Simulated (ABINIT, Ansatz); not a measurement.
**A GW chain in ABINIT: SF6 (Im-3m)**

Wanted: ground state, empty states, screening and self-energy for SF6 (Im-3m).

Main program and level: ABINIT 10.8.3; LDA and many-body steps on it, plane waves.

**1. The starting structure**

The structure is cubic, space group Im-3m (No. 229). The conventional cell has a = 5.747 Å, b = 5.747 Å, c = 5.747 Å, α = 90.00°, β = 90.00°, γ = 90.00°. S has 6 F at 1.58 Å nearest. Nearest to F lie 1 S at 1.58 Å. Farther neighbours and most contacts between anions are not listed.

The cell and positions are those that the Materials Project relaxed with its own functionals (PBE, PBE+U or r2SCAN), kept fixed.

**2. Ground state**

This step: ABINIT 10.8.3; DFT, LDA, plane waves, norm-conserving pseudopotentials.

The ground-state density comes first.

run.abi

```
acell 3*1.0 Angstrom
rprim 
  -2.873504736200 2.873504736200 2.873504736200
  2.873504736200 -2.873504736200 2.873504736200
  2.873504736200 2.873504736200 -2.873504736200
ntypat 2
znucl 16 9
natom 7
typat 1 2 2 2 2 2 2
xred 
  0.000000000000 0.000000000000 0.000000000000
  0.725627210000 0.725627210000 0.000000000000
  0.274372790000 0.274372790000 0.000000000000
  0.000000000000 0.274372790000 0.274372790000
  0.000000000000 0.725627210000 0.725627210000
  0.725627210000 0.000000000000 0.725627210000
  0.274372790000 0.000000000000 0.274372790000
pp_dirpath "pseudos"
pseudos "S.upf, F.upf"
ecut 36
ngkpt 6 6 6
nshiftk 1
shiftk 0 0 0
kptopt 1
chksymbreak 0
nband 31
occopt 1
tolvrs 1e-10
nstep 60
prtwf 0
optforces 0
optstress 0
indata_prefix "in"
outdata_prefix "out"
tmpdata_prefix "tmp"
```

Command:

```console
OMP_NUM_THREADS=1 mpirun -n 4 abinit run.abi > log
```

Numbers of over 12 decimals in the logs are rounded to 6 here.

The program printed:

```text
.Version 10.8.3 of ABINIT. v10.8.2 released Aug 2026.

 Symmetries : space group Im -3 m (#229); Bravais cI (body-center cubic)
================================================================================
 Values of the parameters that define the memory need of the present run
     intxc =       0    ionmov =       0      iscf =       7    lmnmax =       6
     lnmax =       6     mgfft =      54  mpssoang =       3    mqgrid =    3001
     natom =       7  nloc_mem =       1    nspden =       1   nspinor =       1
    nsppol =       1      nsym =      48    n1xccc =    2501    ntypat =       2
    occopt =       1   xclevel =       1
-    mband =          31        mffmem =           1         mkmem =           4
       mpw =        6631          nfft =      157464          nkpt =          16
================================================================================
  Rough estimation (10% accuracy) of disk space for files :
================================================================================

--------------------------------------------------------------------------------
------------- Echo of variables that govern the present computation ------------
--------------------------------------------------------------------------------
 -outvars: echo values of preprocessed input variables --------
            acell      1.8897261259E+00  1.8897261259E+00  1.8897261259E+00 Bohr

      chksymbreak           0
             ecut      3.60000000E+01 Hartree
-          fftalg         312

              ixc       -1012
              kpt      0.00000000E+00  0.00000000E+00  0.00000000E+00
                       1.66666667E-01  0.00000000E+00  0.00000000E+00
                       3.33333333E-01  0.00000000E+00  0.00000000E+00
                       5.00000000E-01  0.00000000E+00  0.00000000E+00
                       1.66666667E-01  1.66666667E-01  0.00000000E+00
                       3.33333333E-01  1.66666667E-01  0.00000000E+00
                       3.33333333E-01  3.33333333E-01  0.00000000E+00
                       1.66666667E-01  1.66666667E-01  1.66666667E-01
                       3.33333333E-01  1.66666667E-01  1.66666667E-01
   [... 5 further rows ...]
                       5.00000000E-01  5.00000000E-01  3.33333333E-01
                       5.00000000E-01  5.00000000E-01  5.00000000E-01
         kptrlatt        6    0    0      0    6    0      0    0    6
          kptrlen      5.64316388E+01
P           mkmem           4
            natom           7
            nband          31
            ngfft          54      54      54
             nkpt          16
            nstep          60
             nsym          48
           ntypat           2
              occ      2.000000  2.000000  2.000000  2.000000  2.000000  2.000000
                       2.000000  2.000000  2.000000  2.000000  2.000000  2.000000
                       2.000000  2.000000  2.000000  2.000000  2.000000  2.000000
                       2.000000  2.000000  2.000000  2.000000  2.000000  2.000000
                       0.000000  0.000000  0.000000  0.000000  0.000000  0.000000
                       0.000000
        optforces           0
        optstress           0
            prtwf           0
            rprim     -2.8735047362E+00  2.8735047362E+00  2.8735047362E+00
[...]
spgroup         229

           tolvrs      1.00000000E-10

             xred      0.0000000000E+00  0.0000000000E+00  0.0000000000E+00
[...]
znucl       16.00000    9.00000

================================================================================

 chkinp: Checking input parameters for consistency.

================================================================================
== DATASET  1 ==================================================================
-   mpi_nproc: 4, omp_nthreads: 1 (-1 if OMP is not activated)

--- !DatasetInfo
iteration_state: {dtset: 1, }
dimensions: {natom: 7, nkpt: 16, mband: 31, nsppol: 1, nspinor: 1, nspden: 1, mpw: 6631, }
cutoff_energies: {ecut:  36.0, pawecutdg:  -1.0, }
electrons: {nelect:   4.80000000E+01, charge:   0.00000000E+00, occopt:   1.00000000E+00, tsmear:   1.00000000E-02, }

 Real(R)+Recip(G) space primitive vectors, cartesian coordinates (Bohr,Bohr^-1):
 R(1)= -5.4301370  5.4301370  5.4301370  G(1)=  0.0000000  0.0920787  0.0920787
 R(2)=  5.4301370 -5.4301370  5.4301370  G(2)=  0.0920787  0.0000000  0.0920787
 R(3)=  5.4301370  5.4301370 -5.4301370  G(3)=  0.0920787  0.0920787  0.0000000
 Unit cell volume ucvol=  6.4046049E+02 bohr^3
 Angles (23,13,12)=  1.09471221E+02  1.09471221E+02  1.09471221E+02 degrees

 getcut: wavevector=  0.0000  0.0000  0.0000  ngfft=  54  54  54
         ecut(hartree)=     36.000   => boxcut(ratio)=   2.12572

--- Pseudopotential description ------------------------------------------------
- S Generated using ONCVPSP code by D. R. Hamann
- 16.00000   6.00000  180309                  znucl, zion, pspdat
12 -1012 2 -1 1132                            pspcod,pspxc,lmax,lloc,mmax
     nproj     2     2     2
  pspatm : epsatm=    8.64647033
         --- l  ekb(1:nproj) -->
[...]
pspatm: atomic psp has been read  and splines computed

- F Generated using ONCVPSP code by D. R. Hamann
-  9.00000   7.00000  201202                  znucl, zion, pspdat
12 -1012 2 -1 824                             pspcod,pspxc,lmax,lloc,mmax
     nproj     2     2     1
  pspatm : epsatm=    4.94580260
         --- l  ekb(1:nproj) -->
[...]
2   -2.364936
 pspatm: atomic psp has been read  and splines computed

   1.83942172E+03                                ecore*ucvol(ha*bohr**3)
--------------------------------------------------------------------------------

_setup2: Arith. and geom. avg. npw (full set) are    6606.125    6606.119

================================================================================

--- !BeginCycle
iteration_state: {dtset: 1, }
solver: {iscf: 7, nstep: 60, nline: 4, wfoptalg: 0, }
tolerances: {tolvrs: 1.00E-10, }

     iter   Etot(hartree)      deltaE(h)  residm     vres2
 ETOT  1  -158.07349691619    -1.581E+02 1.360E-01 1.400E+03
 ETOT  2  -158.27170595658    -1.982E-01 1.713E-01 6.758E+02
 ETOT  3  -158.46520122929    -1.935E-01 1.429E-02 1.935E+01
 ETOT  4  -158.46962172256    -4.420E-03 1.773E-03 1.803E-01
 ETOT  5  -158.46963580376    -1.408E-05 6.924E-04 6.424E-03
 ETOT  6  -158.46963689254    -1.089E-06 2.533E-04 4.832E-04
 ETOT  7  -158.46963693019    -3.764E-08 6.661E-04 1.191E-05
 ETOT  8  -158.46963693113    -9.436E-10 1.538E-04 1.997E-06
 ETOT  9  -158.46963693129    -1.639E-10 3.101E-04 5.580E-08
 ETOT 10  -158.46963693131    -1.702E-11 5.784E-05 2.733E-10
 ETOT 11  -158.46963693131    -2.728E-12 1.034E-04 8.356E-12

 At SCF step   11       vres2   =  8.36E-12 < tolvrs=  1.00E-10 =>converged.

--- !ResultsGS
iteration_state: {dtset: 1, }
comment   : Summary of ground state results
lattice_vectors:
- [ -5.4301370,   5.4301370,   5.4301370, ]
- [  5.4301370,  -5.4301370,   5.4301370, ]
- [  5.4301370,   5.4301370,  -5.4301370, ]
lattice_lengths: [   9.40527,    9.40527,    9.40527, ]
lattice_angles: [109.471, 109.471, 109.471, ] # degrees, (23, 13, 12)
lattice_volume:   6.4046049E+02
convergence: {deltae: -2.728E-12, res2:  8.356E-12, residm:  1.034E-04, diffor:  0.000E+00, }
etotal    :  -1.58469637E+02
entropy   :   0.00000000E+00
fermie    :  -1.34689197E-01
cartesian_stress_tensor: null
pressure_GPa: null
xred      :
- [  0.0000E+00,   0.0000E+00,   0.0000E+00,  S]
- [  7.2563E-01,   7.2563E-01,  -3.7902E-18,  F]
- [  2.7437E-01,   2.7437E-01,  -1.4331E-18,  F]
- [ -1.4331E-18,   2.7437E-01,   2.7437E-01,  F]
- [ -3.7902E-18,   7.2563E-01,   7.2563E-01,  F]
- [  7.2563E-01,  -3.7902E-18,   7.2563E-01,  F]
- [  2.7437E-01,  -1.4331E-18,   2.7437E-01,  F]
cartesian_forces: null
force_length_stats: {min: null, max: null, mean: null, }

 Integrated electronic density in atomic spheres:
 ------------------------------------------------
 Atom  Sphere_radius  Integrated_density
[...]
================================================================================

 ----iterations are completed or convergence reached----

 Mean square residual over all n,k,spin=   47.828E-08; max=  10.343E-05
 reduced coordinates (array xred) for    7 atoms
[...]
0.274372790000      0.274372790000     -0.000000000000
      -0.000000000000      0.274372790000      0.274372790000
      -0.000000000000      0.725627210000      0.725627210000
       0.725627210000     -0.000000000000      0.725627210000
       0.274372790000     -0.000000000000      0.274372790000
 rms dE/dt=  0.0000E+00; max dE/dt=  0.0000E+00; dE/dt below (all hartree)
    1       0.000000000000      0.000000000000      0.000000000000
    2       0.000000000000      0.000000000000      0.000000000000
    3       0.000000000000      0.000000000000      0.000000000000
    4       0.000000000000      0.000000000000      0.000000000000
    5       0.000000000000      0.000000000000      0.000000000000
    6       0.000000000000      0.000000000000      0.000000000000
    7       0.000000000000      0.000000000000      0.000000000000

 cartesian coordinates (angstrom) at end:
    1      0.000000     0.000000     0.000000
    2     -0.000000     0.000000     4.170186
    3      0.000000    -0.000000     1.576823
    4      1.576823    -0.000000     0.000000
    5      4.170186     0.000000    -0.000000
    6      0.000000     4.170186    -0.000000
    7     -0.000000     1.576823     0.000000
 length scales=  1.889726125908  1.889726125908  1.889726125908 bohr
              =  1.000000000000  1.000000000000  1.000000000000 angstroms
 prteigrs : about to open file out_EIG
 Fermi (or HOMO) energy (hartree) =  -0.13469   Average Vxc (hartree)=  -0.33411
 Eigenvalues (hartree) for nkpt=  16  k points:
 kpt#   1, nband= 31, wtk=  0.00463, kpt=  0.0000  0.0000  0.0000 (reduced coord)
  -1.06376   -0.93869   -0.93869   -0.93869   -0.89063   -0.89063   -0.52380   -0.36509
  -0.36509   -0.36509   -0.27026   -0.27026   -0.27026   -0.26739   -0.26739   -0.18978
  -0.18978   -0.18978   -0.17679   -0.17679   -0.17679   -0.13469   -0.13469   -0.13469
   0.09065    0.24384    0.30966    0.30966    0.30966    0.45847    0.45956
 prteigrs : prtvol=0 or 1, do not print more k-points.

--- !EnergyTerms
iteration_state     : {dtset: 1, }
comment             : Components of total free energy in Hartree
kinetic             :  1.01105994147586E+02
hartree             :  6.45768967504938E+01
xc                  : -3.56153557983216E+01
Ewald energy        : -8.08071779757878E+01
psp_core            :  2.87202996091899E+00
local_psp           : -1.95731422879723E+02
non_local_psp       : -1.48706011364821E+01
total_energy        : -1.58469636931315E+02
total_energy_eV     : -4.31217849879838E+03
band_energy         : -2.02634105744849E+01

== END DATASET(S) ==============================================================
================================================================================

 -outvars: echo values of variables after computation  --------
           etotal     -1.5846963693E+02
            nband          31
             nkpt          16
          spgroup         229
 [... the other variables as echoed above ...]

 Calculation completed.
```

Elapsed: 68 s, on 4 MPI ranks of Arm Neoverse N1, shared host; peak memory 0.43 GiB; 4.5 min of CPU time.

Numbers from this step:

* total energy: -4312.1785 eV
* gap: 6.132 eV
* k of the valence top: 0, 0, 0
* k of the conduction bottom: 0, 0, 0
* least direct gap: 6.132 eV

The gap is direct, at Γ.

(Part 1 of 3 ends here.)

[Paths, hosts, dates, memory and timing lines, banners, echoed tables and standing remarks are left out of the program output.]

[Logs are printed without paths, hosts, clocks, repeated set-up lines and the standing remarks that a program may print on its own settings, such as how far it seeks lower states.]

[Runs of the session that timed out or met a known fault of the program may be left out.]

[Hosts, paths, dates, database ids (printed as entryN), source tags and the programs' standing remarks are cut or masked in the printed files.]

[G0W0 gaps are taken among the corrected bands and points alone; a level outside them can change the order at an edge.]

[Where Ansatz stands beside ABINIT at settings called matched, ABINIT's density can come from a denser mesh and the files from another edition; pairs whose starting gaps differed by over 0.03 eV were left out, so agreement reads better than it is.]
